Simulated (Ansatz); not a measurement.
# Tl2PtC2 (built on the sites of a database entry of Na2PdC2): relaxing the cell for a phonon run

Aim: bring Tl2PtC2 (built on the sites of a database entry of Na2PdC2) to small forces and stress, as phonons need.

Method: DFT PBEsol, scalar-relativistic, plane waves, PAW, in Ansatz 0.2.0.

Report form: the programs' logs are mostly left out.

The structure was built from a prototype and need not be the compound's stable phase.

## (1) The structure

Symmetry: P-3m1, No. 164, trigonal system. Conventional cell: a = 4.174 Å, b = 4.174 Å, c = 4.887 Å, α = 90.00°, β = 90.00°, γ = 120.00°. Nearest to Tl lie 3 C at 2.46 Å. Pt has 2 C at 1.86 Å nearest. Nearest to C lie 1 C at 1.17 Å and 1 Pt at 1.86 Å and 3 Tl at 2.46 Å. Farther neighbours are not listed.

## (2) Probe on a coarse mesh

A quick single point on a coarse mesh tells whether the cell has a gap and how far it is from rest, which sets the k mesh and smearing that follow.

File input.yaml:

```yaml
crystal:
  lattice:
    - [4.17381, 0.0, 0.0]
    - [-2.0869, 3.61462, 0.0]
    - [0.0, 0.0, 4.88691]
  atoms:
    - { symbol: Tl, position: [0.33333333, 0.66666667, 0.720101] }
    - { symbol: Tl, position: [0.66666667, 0.33333333, 0.279899] }
    - { symbol: Pt, position: [0.0, 0.0, 0.0] }
    - { symbol: C, position: [0.0, 0.0, 0.62008] }
    - { symbol: C, position: [0.0, 0.0, 0.37992] }
kpoints:
  mp_grid: { grid: [6, 6, 4] }
hamiltonian:
  xc: pbesol
scf:
  occupations: { method: gaussian, width: 0.1 }
output:
  forces: true
  stress: true
  eigenvalues: true
```

Launch:

```
$ ansatz run input.yaml --threads 8 --pin off --max-ram 14336MiB --backend cpu --events-out ev --progress --plain --runs-dir out
```

Elapsed: 0.66 s, on 8 threads of Arm Neoverse V2, shared host; peak memory 0.43 GiB; 3.3 s of CPU time.

Numbers from this step:

| Property | Result |
| --- | --- |
| pressure | 47.79 GPa |
| volume per atom | 14.75 Å³ |
| gap on the k-mesh | 0 eV |

The coarse mesh shows no gap and a pressure of 47.8 GPa.

## (3) Coarse relaxation

The start is far from rest, so a relaxation with loose tolerances brings it close first.

Changes to input.yaml since step 2:

```diff
@@ -21 +21,6 @@
   eigenvalues: true
+relax:
+  adjacent_minimum: "off"
+  f_tol: 0.05
+  max_steps: 80
+  cell: { stress_tol: 0.5 }
```

Elapsed: 7.3 s, on 8 threads; peak memory 0.55 GiB; 46 s of CPU time.

Relaxation path:

| step | energy less that of the first step (eV) | largest force component (eV/Å) | pressure (GPa) | volume (Å³) |
| --- | --- | --- | --- | --- |
| 1 | 0.0000 | 7.1553 | 47.79 | 73.73 |
| 2 | -2.2512 | 0.5286 | 16.67 | 84.80 |
| 3 | -2.9713 | 0.9493 | 5.57 | 94.27 |
| 4 | -3.1669 | 0.6178 | 0.54 | 101.56 |
| 5 | -3.1839 | 0.1716 | -0.08 | 103.35 |
| 6 | -3.1849 | 0.0578 | 0.01 | 103.36 |
| 7 | -3.1849 | 0.0038 | -0.12 | 103.38 |
| 8* | -3.3385 | 0.0610 | 1.72 | 103.38 |
| 9 | -3.3653 | 0.0903 | 0.65 | 106.44 |
| 10 | -3.3649 | 0.5856 | -0.51 | 108.87 |
| 11 | -3.3684 | 0.0053 | -0.01 | 108.51 |
| 12* | -3.3736 | 0.0032 | -0.02 | 108.51 |

Relaxation steps marked * repeat the geometry before them on a plane-wave basis chosen anew for their cell, so energy and pressure can jump there.

Forces are held to the 12 operations that the run works with; a distortion that breaks them can't arise in this run.

| cell as run | before | after | change |
| --- | --- | --- | --- |
| a (Å) | 4.174 | 4.901 | +17.4 % |
| b (Å) | 4.174 | 4.901 | +17.4 % |
| c (Å) | 4.887 | 5.216 | +6.7 % |
| volume (Å³/atom) | 14.75 | 21.70 | +47.2 % |

The atoms that moved most (Å, as changes of fractional coordinates times the final cell):

| atom | dx | dy | dz | length |
| --- | --- | --- | --- | --- |
| Tl1 | 0.000 | 0.000 | 0.408 | 0.408 |
| Tl2 | 0.000 | 0.000 | -0.408 | 0.408 |
| C5 | 0.000 | 0.000 | -0.008 | 0.008 |
| C4 | 0.000 | 0.000 | 0.008 | 0.008 |

The relaxed structure:

```cif
data_structure
_symmetry_space_group_name_H-M 'P 1'
_symmetry_Int_Tables_number 1
_cell_length_a 4.9012
_cell_length_b 4.9012
_cell_length_c 5.2158
_cell_angle_alpha 90.000
_cell_angle_beta 90.000
_cell_angle_gamma 120.000
_cell_volume 108.51
loop_
_atom_site_label
_atom_site_type_symbol
_atom_site_fract_x
_atom_site_fract_y
_atom_site_fract_z
_atom_site_occupancy
Tl1 Tl 0.33333 0.66667 0.79827 1
Tl2 Tl 0.66667 0.33333 0.20173 1
Pt3 Pt 0.00000 0.00000 0.00000 1
C4 C 0.00000 0.00000 0.62155 1
C5 C 0.00000 0.00000 0.37845 1
```

Numbers from this step:

| Quantity | Value |
| --- | --- |
| pressure | -0.01788 GPa |
| volume per atom | 21.70 Å³ |

In this step the volume went from 14.75 to 21.70 Å³/atom.

## (4) Relaxation

Harmonic phonons are second derivatives at a point where the forces vanish, and they are wanted at zero stress, so atoms and cell are relaxed first.

File input.yaml:

```yaml
crystal:
  lattice:
    - [4.9011535823, -3.3898e-06, 0.0]
    - [-2.4505738555, 4.244525205, 0.0]
    - [0.0, 0.0, 5.2158428852]
  atoms:
    - { symbol: Tl, position: [0.3333333333, 0.6666666667, 0.7982661451] }
    - { symbol: Tl, position: [0.6666666667, 0.3333333333, 0.2017338549] }
    - { symbol: Pt, position: [0.0, 0.0, 0.0] }
    - { symbol: C, position: [0.0, 0.0, 0.6215507173] }
    - { symbol: C, position: [0.0, 0.0, 0.3784492827] }
kpoints:
  mp_grid: { grid: [9, 9, 6] }
hamiltonian:
  xc: pbesol
scf:
  occupations: { method: gaussian, width: 0.1 }
output:
  forces: true
  stress: true
  eigenvalues: true
  write_density: true
  write_potential: true
  elf: true
  volumetric_format: npy
relax:
  adjacent_minimum: "off"
  f_tol: 0.005
  max_steps: 80
  cell: { stress_tol: 0.05 }
```

Wall time 7.5 s (8 threads); peak memory 0.63 GiB.

Relaxation path:

| step | energy less that of the first step (eV) | largest force component (eV/Å) | pressure (GPa) | volume (Å³) |
| --- | --- | --- | --- | --- |
| 1 | 0.0000 | 0.1183 | 0.00 | 108.51 |
| 2 | -0.0003 | 0.0578 | -0.02 | 108.64 |
| 3 | -0.0004 | 0.0077 | 0.02 | 108.59 |
| 4 | -0.0004 | 0.0016 | -0.01 | 108.63 |
| 5* | -0.0005 | 0.0016 | 0.00 | 108.63 |

Relaxation steps marked * repeat the geometry before them on a plane-wave basis chosen anew for their cell, so energy and pressure can jump there.

The run keeps the 12 symmetry operations that it works with, so distortions that break them were not tested.

| conventional cell, symmetrised | before | after | change |
| --- | --- | --- | --- |
| a (Å) | 4.901 | 4.907 | +0.1 % |
| b (Å) | 4.901 | 4.907 | +0.1 % |
| c (Å) | 5.216 | 5.210 | -0.1 % |
| volume (Å³/atom) | 21.70 | 21.73 | +0.1 % |

The atoms that moved most (Å, as changes of fractional coordinates times the final cell):

| atom | dx | dy | dz | length |
| --- | --- | --- | --- | --- |
| Tl2 | 0.000 | 0.000 | 0.011 | 0.011 |
| Tl1 | 0.000 | 0.000 | -0.011 | 0.011 |

This step gave:

```
pressure        : -0.004139 GPa
volume per atom : 21.73 Å³
```

ELF in the ac plane at fractional y = 0.000, with atoms of Pt and C within 0.2 Å of it. It is the smooth field of the valence electrons, not physical close to the nuclei.

Ten even steps from '0' (0.04) to '9' (0.83), each cell a mean:
```
87532111113468
55332122112345
44321123211344
99731123211589
37841012102685
26851000003684
99851000003799
68851000003787
15751011002673
79841122102688
87531133211467
33321122212333
76432111113457
87532100123468
```
Columns run along a (4.9 Å), rows up along c (5.2 Å). Atoms in or near the plane, at fractional coordinates: Pt at (0.00, 0.00), C at (0.00, 0.62), C at (0.00, 0.38).

Electrostatic potential energy in the ac plane at fractional y = 0.000, with atoms of Pt and C within 0.2 Å of it. With pseudopotentials it is smooth inside the atoms' cores, unlike the true potential.

Values in eV, 14 rows by 14 columns, each cell a mean:
```
-67 -56 -22   5  10  11  10  10  11  11   9  -4 -38 -64
-43 -27  -3   8  11  10  10   9  10  11  10   5 -13 -37
 -6   1   8  11  11  10   9   9  10  11  11  10   5  -3
-19  -4   8  11  12  11  10   9  10  11  12  10   4 -12
-60 -30   2  11  12  11  11  10  11  12  12   9  -8 -48
-62 -32   2  11  12  12  12  11  12  12  12   9  -9 -50
-31 -10   7  12  12  12  12  12  12  12  12  11   2 -21
-47 -20   5  12  12  12  12  12  12  12  12  10  -3 -35
-66 -36   1  11  12  12  11  11  11  12  12   9 -11 -55
-41 -17   5  11  12  11  10  10  10  11  12  10  -2 -30
 -5   2   9  11  11  10   9   9  10  11  12  11   6  -1
-23 -10   4  10  11  10   9   9  10  11  11   8  -2 -17
-61 -45 -13   6  11  11  10  10  10  11  10   1 -27 -55
-68 -61 -27   3  10  11  10  10  11  11   9  -7 -44 -67
```
Columns run along a (4.9 Å; values clipped at the 3rd and 97th percentile), rows up along c (5.2 Å). Atoms in or near the plane, at fractional coordinates: Pt at (0.00, 0.00), C at (0.00, 0.62), C at (0.00, 0.38).

Valence density in the ac plane at fractional y = 0.000, with atoms of Pt and C within 0.2 Å of it. It is the smooth field of the valence electrons, not physical close to the nuclei.

Ten steps, logarithmic in the rise over the least value, from '_' (0 e/Å³) to '@' (11 e/Å³), each cell a mean:
```
@@%%**--............::==##@@
##**==::..............--++##
++==--................::--==
++==--..____....____..::--++
**++--..____________..::==++
**++--..____________..::==**
**++--..____________..::==**
**++--..____________..::==**
**++--..____________..::==++
**++--..____________..::==++
++==--............__..::--==
**++--::..............::==++
%%%%++--............::==**%%
@@@@**--....______..::++%%@@
```
Columns run along a (4.9 Å), rows up along c (5.2 Å). Atoms in or near the plane, at fractional coordinates: Pt at (0.00, 0.00), C at (0.00, 0.62), C at (0.00, 0.38).

In this step the volume went from 21.70 to 21.73 Å³/atom.

## (5) Tight relaxation

Phonons need a cell at rest on their own settings, so the relaxation is repeated with tight tolerances on forces and stress, using the mesh and the filling of the phonon run that follows.

File input.yaml:

```yaml
crystal:
  lattice:
    - [4.906894991, -3.3938e-06, 0.0]
    - [-2.4534445564, 4.2494974128, 0.0]
    - [0.0, 0.0, 5.2096279842]
  atoms:
    - { symbol: Tl, position: [0.3333333333, 0.6666666667, 0.7962475915] }
    - { symbol: Tl, position: [0.6666666667, 0.3333333333, 0.2037524085] }
    - { symbol: Pt, position: [0.0, 0.0, 0.0] }
    - { symbol: C, position: [0.0, 0.0, 0.6218329513] }
    - { symbol: C, position: [0.0, 0.0, 0.3781670487] }
kpoints:
  mp_grid: { grid: [10, 10, 6] }
hamiltonian:
  xc: pbesol
scf:
  occupations: { method: methfessel_paxton, width: 0.15 }
output:
  forces: true
  stress: true
  eigenvalues: true
relax:
  adjacent_minimum: "off"
  f_tol: 0.001
  max_steps: 60
  cell: { stress_tol: 0.01 }
```

Wall time 6.8 s (8 threads); peak memory 0.64 GiB; 49 s of CPU time.

Little changed from the start: no atom moved by 0.005 Å and no cell edge by 0.1 %.

This step gave:

* pressure: -3.84e-4 GPa

The largest force component left is 0.41 meV/Å and the pressure is 0.000 GPa, within the tolerances set. The cell now holds 21.73 Å³/atom.

## (6) Outcome

- space group after relaxation (within 0.01 Å): P-3m1
- lattice constant a: 4.907 Å
- lattice constant b: 4.907 Å
- lattice constant c: 5.210 Å
- volume per atom: 21.7 Å³

What this shows: The largest force component left is 0.41 meV/Å and the pressure is 0.000 GPa, within the tolerances set. The cell now holds 21.73 Å³/atom. The relaxation keeps the symmetry of its start, so it says nothing on stability against lower symmetry. Spin-orbit coupling is left out, which can matter for the heavy elements here. The starting cell was built on a prototype and not taken from a measurement, so the phase need not exist.

[Logs are printed without paths, hosts, clocks, repeated set-up lines and the standing remarks that a program may print on its own settings, such as how far it seeks lower states.]

[Hosts, paths, dates, database ids (printed as entryN), source tags and the programs' standing remarks are cut or masked in the printed files.]
